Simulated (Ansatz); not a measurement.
## Lattice dynamics of CaMgCl2 (built on the sites of a database entry of CaCl)

The cell of CaMgCl2 (built on the sites of a database entry of CaCl) is at rest. What are its phonons? After the zone centre comes a 2×2×1 q mesh on a 12×12×6 k mesh.

Method: DFT PBEsol, scalar-relativistic, plane waves, norm-conserving pseudopotentials, in Ansatz 0.2.0.

The structure was built from a prototype and need not be the compound's stable phase.

## Step 1: Set-up

It takes space group P4mm (No. 99, tetragonal). Conventional cell: a = 3.439 Å, b = 3.439 Å, c = 8.163 Å, α = 90.00°, β = 90.00°, γ = 90.00°. Nearest to Mg lie 4 Cl at 2.73 Å. Nearest to Ca lie 4 Cl at 2.79 Å. Nearest to Cl lie 4 Ca at 2.79 Å. Nearest to Cl lie 4 Mg at 2.73 Å. Farther neighbours and most contacts between anions are not listed.

## Step 2: Modes at Γ

The cell comes from relaxations at this level that are not shown. The zone centre comes first: it holds the modes that light can see, as far as symmetry allows. No field response is asked, since the mesh shows no gap.

Contents of input.yaml:

```yaml
crystal:
  lattice:
    - [3.4388952826, 0.0, 0.0]
    - [0.0, 3.4388952826, 0.0]
    - [0.0, 0.0, 8.1631752804]
  atoms:
    - { symbol: Mg, position: [0.0, 0.5, 0.1674194911] }
    - { symbol: Ca, position: [0.5, 0.0, 0.839983771] }
    - { symbol: Cl, position: [0.0, 0.5, 0.6725275582] }
    - { symbol: Cl, position: [0.5, 0.0, 0.3200691798] }
kpoints:
  mp_grid: { grid: [12, 12, 6] }
hamiltonian:
  xc: pbesol
  pseudopotentials: { kind: nc }
scf:
  occupations: { method: methfessel_paxton, width: 0.2 }
output:
  eigenvalues: true
phonons:
  method: dfpt
```

Command:

```console
ansatz run input.yaml --threads 8 --pin off --max-ram 14336MiB --backend cpu --events-out ev --progress --plain --runs-dir out
```

Numbers of over 12 decimals in the logs are rounded to 6 here.

Output:

```text
zone centre: on kpoints.mp_grid the ground state, and the responses unless they are solved on pairs of k-points, stand on 196 of the mesh's 864 k-points, reduced under 4 symmetry operations, with k and −k counted as one. Each operation leaves every solved displacement unchanged or reverses it
Engine: ansatz 0.2.0, aarch64-unknown-linux-gnu
Pseudopotentials: kind: nc
Pseudopotential: Mg, nc, valence charge 10, recommended cutoff 1142.878222 eV (normal), Mg.nc.azcp (PseudoDojo's, or run here from an input of PseudoDojo's: the run reads no file of this project's for it)
Pseudopotential: Ca, nc, valence charge 10, recommended cutoff 925.187132 eV (normal), Ca.nc.azcp (PseudoDojo's, or run here from an input of PseudoDojo's: the run reads no file of this project's for it)
Pseudopotential: Cl, nc, valence charge 7, recommended cutoff 789.130201 eV (normal), Cl.nc.azcp (PseudoDojo's, or run here from an input of PseudoDojo's: the run reads no file of this project's for it)
Functional definition: PBEsol
  exchange = pbesol_x
  correlation = pbesol_c
Crystal: 4 atoms, lattice volume = 96.538 Å³
Basis set: ecut = 1142.878222 eV, 8481 PW (Γ), exchange–correlation on 80×80×192 points (8 copies of the dense FFT grid, shifted against one another)
Bands: 21, of which v1, the nominal top of the filled ones, is band 17 counted from 1 (16 counted from 0)
Symmetry: 8 space group operations
k-points: 196 of 864 (irreducible under 4 space group operations, time reversal used)
Non-local potential: Mg, projectors of the file, l = 0: 2, l = 1: 2
Non-local potential: Ca, projectors of the file, l = 0: 2, l = 1: 2, l = 2: 2
Non-local potential: Cl, projectors of the file, l = 0: 2, l = 1: 2, l = 2: 2
Initial density: superposition of atomic densities (chi_scale 0.1, normalization cell, long waves 12 % of neutral atoms (reshape's long-wave potential 1.12 eV rms, cloud 2.78 Å wide))
Initial wavefunctions: pseudopotential atomic-orbital guess
Functional: x = pbesol(κ = 0.804, μ = 0.123457), c = pbesol(β = 0.046)
SCF iter   1: F=—  HF=-3577.002624 eV  |F-HF|=—  |Δ(HF+E_count)|=         —  Δρ=2.16e-1  dr2=2.33e2  ethr=3.10e-3  ⟨swp⟩=12.5  Hψ=35487  notcnv=0
preconditioner: auto → Kerker (q_TF=auto, 2.293 Å⁻¹)  [metal: Δε(μ)=0.009 eV  Ē_g=5.316 eV  σ=0.200 eV  W_gap=0.04  n_scr=16 (ndim 8)  ℏωp=16.0 eV  f_vac=0.000  D(μ)=3.03/eV (n_scr^D=18)]
SCF iter   2: F=—  HF=-3564.112508 eV  |F-HF|=—  |Δ(HF+E_count)|=    1.29e1  S|Δr|=    0.00e0  Δρ=5.83e-2  dr2=8.03e0  ethr=3.10e-3  ⟨swp⟩=6.2  Hψ=14856  notcnv=0  defer=1
SCF iter   3: F=—  HF=-3562.820027 eV  |F-HF|=—  |Δ(HF+E_count)|=    1.29e0  S|Δr|=    0.00e0  Δρ=3.14e-2  dr2=4.93e0  ethr=3.10e-3  ⟨swp⟩=3.4  Hψ=9055  notcnv=0
SCF iter   4: F=—  HF=-3561.649254 eV  |F-HF|=—  |Δ(HF+E_count)|=    1.17e0  S|Δr|=    0.00e0  Δρ=1.75e-2  dr2=1.68e0  ethr=3.10e-3  ⟨swp⟩=5.2  Hψ=13083  notcnv=0  defer=1
SCF iter   5: F=—  HF=-3561.328605 eV  |F-HF|=—  |Δ(HF+E_count)|=   3.21e-1  S|Δr|=    0.00e0  Δρ=9.44e-3  dr2=3.74e-1  ethr=3.10e-3  ⟨swp⟩=3.8  Hψ=6971  notcnv=0
SCF iter   6: F=—  HF=-3561.264073 eV  |F-HF|=—  |Δ(HF+E_count)|=   6.45e-2  S|Δr|=    0.00e0  Δρ=4.04e-3  dr2=6.81e-2  ethr=1.10e-3  ⟨swp⟩=2.3  Hψ=6032  notcnv=0
SCF iter   7: F=—  HF=-3561.250837 eV  |F-HF|=—  |Δ(HF+E_count)|=   1.32e-2  S|Δr|=    0.00e0  Δρ=1.59e-3  dr2=1.04e-2  ethr=2.00e-4  ⟨swp⟩=2.6  Hψ=6028  notcnv=0
SCF iter   8: F=—  HF=-3561.248788 eV  |F-HF|=—  |Δ(HF+E_count)|=   2.05e-3  S|Δr|=    0.00e0  Δρ=5.95e-4  dr2=1.82e-3  ethr=3.06e-5  ⟨swp⟩=2.3  Hψ=5486  notcnv=0
SCF iter   9: F=—  HF=-3561.248629 eV  |F-HF|=—  |Δ(HF+E_count)|=   1.59e-4  S|Δr|=    0.00e0  Δρ=4.49e-4  dr2=1.04e-3  ethr=5.37e-6  ⟨swp⟩=1.2  Hψ=4829  notcnv=0
SCF iter  10: F=—  HF=-3561.248359 eV  |F-HF|=—  |Δ(HF+E_count)|=   2.70e-4  S|Δr|=    0.00e0  Δρ=8.34e-5  dr2=2.45e-5  ethr=3.05e-6  ⟨swp⟩=2.2  Hψ=5742  notcnv=0
SCF iter  11: F=—  HF=-3561.248359 eV  |F-HF|=—  |Δ(HF+E_count)|=   1.40e-7  S|Δr|=    0.00e0  Δρ=4.43e-5  dr2=6.37e-6  ethr=7.20e-8  ⟨swp⟩=2.3  Hψ=6871  notcnv=0
SCF iter  12: F=—  HF=-3561.248363 eV  |F-HF|=—  |Δ(HF+E_count)|=   4.37e-6  S|Δr|=    0.00e0  Δρ=1.64e-5  dr2=3.42e-7  ethr=1.87e-8  ⟨swp⟩=2.4  Hψ=6363  notcnv=0
SCF iter  13: F=—  HF=-3561.248349 eV  |F-HF|=—  |Δ(HF+E_count)|=   1.48e-5  S|Δr|=    0.00e0  Δρ=5.25e-6  dr2=3.79e-8  ethr=1.00e-9  ⟨swp⟩=2.1  Hψ=6658  notcnv=0
SCF iter  14: F=—  HF=-3561.248349 eV  |F-HF|=—  |Δ(HF+E_count)|=   7.10e-9  S|Δr|=    0.00e0  Δρ=1.74e-6  dr2=4.38e-9  ethr=1.12e-10  ⟨swp⟩=2.2  Hψ=6414  notcnv=0
SCF iter  15: F=—  HF=-3561.248349 eV  |F-HF|=—  |Δ(HF+E_count)|=  1.27e-11  S|Δr|=    0.00e0  Δρ=5.19e-7  dr2=3.33e-10  ethr=1.29e-11  ⟨swp⟩=2.0  Hψ=6520  notcnv=0
SCF iter  16: F=—  HF=-3561.248349 eV  |F-HF|=—  |Δ(HF+E_count)|=  4.55e-13  S|Δr|=    0.00e0  Δρ=1.40e-7  dr2=3.57e-11  ethr=1.00e-12  ⟨swp⟩=2.0  Hψ=6414  notcnv=0
SCF iter  17: F=-3561.248349 eV  HF=-3561.248349 eV  |F-HF|=0.00e0  |Δ(HF+E_count)|=  1.64e-11  S|Δr|=    0.00e0  Δρ=5.44e-8  dr2=6.78e-12  ethr=1.00e-12  ⟨swp⟩=12.7  Hψ=33512  notcnv=0
SCF 1 converged in 17 iterations: F = -3561.248349 eV  dr2 = 6.78e-12
DFPT response loops at Γ: preconditioner auto → Kerker (q_TF=auto, 2.293 Å⁻¹) (partly filled bands, converged f_vac=0.006); β = 1.00, the filter's whole step (`scf.mixing.beta` (0.50) is not read by the response loops under this deck's `scf.mixing.preconditioner`; to damp them name `kerker` or `kerker_dos`, under which they read `scf.mixing.beta`, and type it under 1.00, their step now; both keys bind the ground state too); Broyden in place of MSR1
SCF converged after 17 iterations
Stability not checked: this state was not tested for a lower state beside it, because cold or Methfessel-Paxton smearing, or corrected tetrahedra, fill the levels in a way that the test cannot read (fill_not_monotonic; see scf.lower_state_search)
Free energy (F): -3561.248349 eV
Harris-Foulkes:  -3561.248349 eV  (|F-HF|=0.00e0)
Internal energy: -3561.249695 eV  (E = F + TS)
E sigma→0 (E₀):  -3561.248685 eV
Entropy (-TS):   0.001346 eV (0.337 meV/atom)
Fermi energy:    6.924920 eV
Step filling:    the computed levels leave a gap of 0.0048 eV = 0.0 smearing widths at the electron count; against every level under it full and every level over it empty, smearing changes F+E_penalty+E_count by +0.554 meV and its σ→0 estimate by +0.217 meV
--- Per-component energies (eV) ---
  E_band       = -542.394612
  E_kinetic    = 1586.054065
  E_local      = -3216.050422  (includes V_loc(G=0)·N_el)
  E_nonlocal   = -283.102844
  E_hartree    = 1025.536678
  E_xc         = -652.500786
  E_vxc        = -680.368785  (∫ρ·V_xc dr)
  E_ewald      = -2021.186386
  E_smearing   = 0.001346  (= −TS)
  E_closure    = -0.000000  (closes the sum)
  Σ components = -3561.248349   (vs F -3561.248349, Δ=0.00e0)
--- Band table (eV; the first three rows and the last of 196) ---
  k-point 0: bands = [... 13 lower, 2.1452, 2.5873, 2.5873, 4.2638, 6.9766, 8.5380, 8.7554, 10.2242]
  k-point 1: bands = [... 13 lower, 2.1443, 2.5884, 2.5884, 4.4080, 6.9775, 8.2606, 8.9181, 10.2014]
  k-point 2: bands = [... 13 lower, 2.1425, 2.5906, 2.5906, 4.7031, 6.9792, 7.8677, 9.0974, 10.1139]
  k-point 195: bands = [... 13 lower, 0.6913, 1.4321, 2.1628, 7.4705, 7.7283, 7.7283, 8.4918, 9.1370]
--- Phonons (Γ-DFPT): 8 representative perturbations + reference, on 196 of 864 k-points (Σ response iterations 29) ---
  k mesh reduced under 4 symmetry operations, with k and −k counted as one. Each operation leaves every solved displacement unchanged or reverses it
  ASR residual: 6.791e-3 → 0.000e0 eV/Å²; symmetrization residual: 7.829e-6 eV/Å²
  ASR residual per site (eV/Å²): 6.79e-3 3.69e-5 3.85e-5 4.78e-5
  Γ frequencies (cm⁻¹): 0.00 0.00 0.00 47.19 47.19 82.87 82.87 117.09 179.25 179.25 197.35 276.09
  non-analytic LO–TO correction: not included (Born effective charges unavailable; polar crystals: no LO–TO splitting at Γ)
```

Elapsed: 2.5 min, on 8 threads of Arm Neoverse V2, shared host; peak memory 4.9 GiB.

Reading the cycles: dr2 is the Hartree energy of the density residual (eV), the measure of convergence; HF is the Harris–Foulkes estimate of the energy, which meets the free energy F at convergence.

This step gave:

```yaml
volume_per_atom: 24.13 Å³
gap_on_the_k_mesh: 0 eV
sum_rule_residual_before_enforcement: 0.006791 eV/Å²
point_group: 4mm
highest_optical_mode_at_the_zone_centre_no_lo_to_term: 276.1 cm⁻¹
lowest_optical_zone_centre_mode: 47.19 cm⁻¹
```

Patterns of degenerate modes are one choice out of their space. The modes at Γ (shares of kinetic energy by element, %):

```
mode  frequency (cm⁻¹)  symmetry  Mg %  Ca %  Cl %
   1               0.0  acoustic    18    30    52
   2               0.0  acoustic    18    30    52
   3               0.0  acoustic    18    30    52
   4              47.2         E     3    14    83
   5              47.2         E     3    14    83
   6              82.9         E    78     6    16
   7              82.9         E    78     6    16
   8             117.1        A1     7    26    67
   9             179.2         E     1    50    49
  10             179.2         E     1    50    49
  11             197.3        A1    22    24    54
  12             276.1        A1    53    20    27
```

Displacements in mode 5 (47.2 cm⁻¹), the largest set to 1:
```
Mg1 -0.24  0.01  0.00
Ca2 -0.41  0.02  0.00
Cl3 -0.37  0.02  0.00
Cl4  1.00 -0.04  0.00
```

Displacements in mode 6 (82.9 cm⁻¹), the largest set to 1:
```
Mg1  1.00  0.00  0.00
Ca2 -0.22  0.00  0.00
Cl3 -0.37  0.00  0.00
Cl4 -0.07  0.00  0.00
```

Before it was imposed, the acoustic sum rule was missed by 0.0068 eV/Å². Small misses are needed for a sound result but don't prove that mesh and cutoff are converged. The lowest optical mode is real, 47.2 cm⁻¹.

## Step 3: Response at finite wavevector

The mesh has a single point along some directions, so zone-edge points there are not solved. Linear response on a 2×2×1 q mesh gives force constants as far as a supercell of that size would.

Changes to input.yaml since step 2:

```diff
@@ -21 +21,9 @@
   method: dfpt
+  qmesh: [2, 2, 1]
+  temperatures: { t_max: 1000, t_step: 50 }
+  qpath:
+    path:
+      - [[0.0, 0.0, 0.0], [0.0, 0.5, 0.0], [0.5, 0.5, 0.0], [0.0, 0.0, 0.0], [0.0, 0.0, 0.5], [0.0, 0.5, 0.5], [0.5, 0.5, 0.5], [0.0, 0.0, 0.5]]
+      - [[0.0, 0.5, 0.0], [0.0, 0.5, 0.5]]
+      - [[0.5, 0.5, 0.0], [0.5, 0.5, 0.5]]
+    npoints: 10
```

Output:

```text
Warning: phonons: the dynamical matrix that this run interpolates holds no multipole term above the dipole-dipole one, and a site of this crystal is no centre of inversion, so its interpolated transverse optical and acoustic branches and sound speeds can stay off near Gamma, and the density of states and the thermodynamics with them. What a run solves at a wave vector of phonons.qpoints, Gamma apart, where the deck admits one, is free of this, and under fd what a larger phonons.supercell samples
[...]
Crystal: 4 atoms, lattice volume = 96.538 Å³
Basis set: ecut = 1142.878222 eV, 8481 PW (Γ), exchange–correlation on 80×80×192 points (8 copies of the dense FFT grid, shifted against one another)
Bands: 21, of which v1, the nominal top of the filled ones, is band 17 counted from 1 (16 counted from 0)
Symmetry: 8 space group operations
k-points: 112 of 864 (time reversal used)
[...]
SCF iter   1: F=—  HF=-3577.002736 eV  |F-HF|=—  |Δ(HF+E_count)|=         —  Δρ=2.16e-1  dr2=2.33e2  ethr=3.10e-3  ⟨swp⟩=12.8  Hψ=20534  notcnv=0
[...]
SCF iter  17: F=-3561.248349 eV  HF=-3561.248349 eV  |F-HF|=9.09e-13  |Δ(HF+E_count)|=  1.77e-11  S|Δr|=    0.00e0  Δρ=5.42e-8  dr2=6.79e-12  ethr=1.00e-12  ⟨swp⟩=12.6  Hψ=19013  notcnv=0
SCF 1 converged in 17 iterations: F = -3561.248349 eV  dr2 = 6.79e-12
[...]
iter 1 solved again at ethr=3.11e-5 eV; its pass at ethr=3.10e-3 eV (dr2=1.06e-2 eV) is discarded
SCF iter   1: F=—  HF=-3561.248342 eV  |F-HF|=—  |Δ(HF+E_count)|=         —  Δρ=2.20e-5  dr2=3.03e-7  ethr=3.11e-5  ⟨swp⟩=3.2  Hψ=22856  notcnv=0
eigensolver tolerance schedule: the retry pair's looser diagonalisation over-reported the residual by 34933.83 of it (diagonalisation noise at an unbounded share of the residual, at the tolerance the schedule requests for it); recorded, not acted on — ethr = c·dr2/N_el stays at c = 1.0e-1
[...]
SCF iter   2: F=—  HF=-3561.248349 eV  |F-HF|=—  |Δ(HF+E_count)|=   6.43e-6  S|Δr|=    0.00e0  Δρ=1.23e-5  dr2=7.68e-8  ethr=8.92e-10  ⟨swp⟩=4.2  Hψ=7219  notcnv=0
[...]
SCF iter  10: F=-3561.248349 eV  HF=-3561.248349 eV  |F-HF|=0.00e0  |Δ(HF+E_count)|=  2.92e-10  S|Δr|=    0.00e0  Δρ=4.40e-8  dr2=1.75e-12  ethr=1.00e-12  ⟨swp⟩=3.3  Hψ=9588  notcnv=0
SCF 2 converged in 10 iterations: F = -3561.248349 eV  dr2 = 1.75e-12
phonons: the bands overlap, so this run is a metal and interpolates without the dipole-dipole term. If the crystal is really an insulator or semiconductor, its LO-TO splitting is missing
NSCF: frozen V_eff on 112 k-points
WARN: eigensolver did not converge (k=73): 1 band(s) unlocked after 2 eigensolves, warm-restarted (20 sweeps on the last) at ethr=1.10e-12 eV (storage-precision floor; scheduled 1.00e-12 eV) (lowest unlocked band 20, counted from 0; max residual 5.00e-6 eV among the unlocked bands, 5.00e-6 eV over every band; other slots of this pass that fall short are told together in one closing line; warning suppressed until the next SCF loop or pass starts)
[...]
DFPT response loops at q = (0, 0, 0) (fractional): preconditioner auto → Kerker (q_TF=auto, 2.293 Å⁻¹) (partly filled bands, converged f_vac=0.006); β = 1.00, the filter's whole step (`scf.mixing.beta` (0.50) is not read by the response loops under this deck's `scf.mixing.preconditioner`; to damp them name `kerker` or `kerker_dos`, under which they read `scf.mixing.beta`, and type it under 1.00, their step now; both keys bind the ground state too); Broyden in place of MSR1
[...]
SCF converged after 17 iterations
[...]
Free energy (F): -3561.248349 eV
[...]
Internal energy: -3561.249695 eV  (E = F + TS)
E sigma→0 (E₀):  -3561.248685 eV
Entropy (-TS):   0.001346 eV (0.337 meV/atom)
Fermi energy:    6.924920 eV
[...]
--- Band table (eV; the first three rows and the last of 112) ---
  k-point 0: bands = [... 13 lower, 2.1452, 2.5873, 2.5873, 4.2638, 6.9766, 8.5380, 8.7554, 10.2242]
  k-point 1: bands = [... 13 lower, 2.1443, 2.5884, 2.5884, 4.4080, 6.9775, 8.2606, 8.9181, 10.2014]
  k-point 2: bands = [... 13 lower, 2.1425, 2.5906, 2.5906, 4.7031, 6.9792, 7.8677, 9.0974, 10.1139]
  k-point 111: bands = [... 13 lower, 0.6913, 1.4321, 2.1628, 7.4705, 7.7283, 7.7283, 8.4918, 9.1370]
--- Phonons (Γ-DFPT): 8 representative perturbations + reference (Σ response iterations 23) ---
  ASR residual: 6.796e-3 → 0.000e0 eV/Å²; symmetrization residual: 8.946e-6 eV/Å²
  ASR residual per site (eV/Å²): 6.80e-3 2.45e-5 1.56e-5 2.84e-5
[...]
--- Phonons (arbitrary-q DFPT): 3 irreducible q on the 2×2×1 mesh ---
  q = [0.0000, 0.0000, 0.0000] (star 1, of the zone-centre solve; hermiticity 4.01e-6, symmetrization 5.68e-15): -0.00 0.00 0.00 47.19 47.19 82.87 82.87 117.09 179.25 179.25 197.35 276.09
  q = [0.0000, -0.5000, 0.0000] (star 2, 12 solved perturbations on 196 of 864 k-point pairs; hermiticity 5.55e-7, symmetrization 4.36e-13, the responses' own estimated error 1.1e-4 eV/Å²): -33.17 78.52 79.18 104.07 111.77 121.07 122.93 144.19 165.45 212.77 245.27 267.14
  q = [-0.5000, -0.5000, 0.0000] (star 1, 8 solved perturbations in 1232 linear systems a pass and spin channel, the states on 196 of 864 k-point pairs; hermiticity 9.75e-7, symmetrization 5.89e-13, the responses' own estimated error 7.9e-5 eV/Å²): 98.31 138.07 138.79 148.38 148.38 154.14 154.14 156.59 171.64 171.64 228.26 228.26
  sum rule: each row above includes the acoustic sum rule's correction from the zone centre's row sums; it moved no ω² by more than (8.72 cm⁻¹)²
  mesh force constants: q→R imaginary residual 0.00e0; ASR residual 6.796e-3 → 0.000e0 eV/Å²; symmetrization residual 1.443e-15 eV/Å²
  interpolated dispersion: 93 rows × 12 modes
  density of states and harmonic sums: on the 18×18×8 q-mesh, interpolated from the force constants of a 2×2×1 supercell (no non-analytic term)
  largest difference from the sums on the solved wave vectors: F 1.95e-1 eV, S 2.75e-4 and C_V 7.97e-5 eV/K
  zero-point energy: 0.103779 eV/cell   skipped modes (ω ≤ 0): 98, of them read as no rigid motion or as one in doubt: 95 (3.241e-1 modes/cell left out, lowest -42.31 cm⁻¹)   left out of the sums: 2.71e-2 of the cell's modes: C_V's classical limit lies that fraction below 3 k_B per atom; for a crystal, a wire or a layer, F and S can be off by more, and a phonons.interpolated_qmesh denser along its periods is the remedy for the sampling
```

It took 6.6 min on 8 threads; peak memory 3.8 GiB; 51 min of CPU time.

This step gave:

```yaml
sum_rule_residual_before_enforcement: 0.006796 eV/Å²
lowest_mode_on_the_q_mesh_acoustic_modes_at_gamma_apart: -33.17 cm⁻¹
highest_frequency_at_a_solved_wavevector_no_lo_to_term_at_gamma: 276.1 cm⁻¹
```

Frequencies (cm⁻¹) solved at each irreducible wavevector; negative means imaginary. Frequencies by wavevector, by row:

```
q in reciprocal lattice units  star  mode 1  mode 2  mode 3  mode 4  mode 10  mode 11  mode 12
                        0 0 0     1       0       0       0    47.2    179.2    197.3    276.1
                     0 -0.5 0     2   -33.2    78.5    79.2   104.1    212.8    245.3    267.1
                  -0.5 -0.5 0     1    98.3   138.1   138.8   148.4    171.6    228.3    228.3
```

Symmetry leaves 3 wavevectors to solve. The lowest mode among them, the acoustic zeros apart, lies at q = (0, -0.5, 0) and is imaginary, 33.2i cm⁻¹, so the energy falls along it.

## Step 4: Isotope substitution, element Ca, natural mass 40.078 amu

An isotope changes the mass and not the force constants, so no new electronic calculation is needed; the shifts show which modes move this element.

(Part 1 of 2 ends here.)

[Logs are printed without paths, hosts, clocks, repeated set-up lines and the standing remarks that a program may print on its own settings, such as how far it seeks lower states.]

[Hosts, paths, dates, database ids (printed as entryN), source tags and the programs' standing remarks are cut or masked in the printed files.]
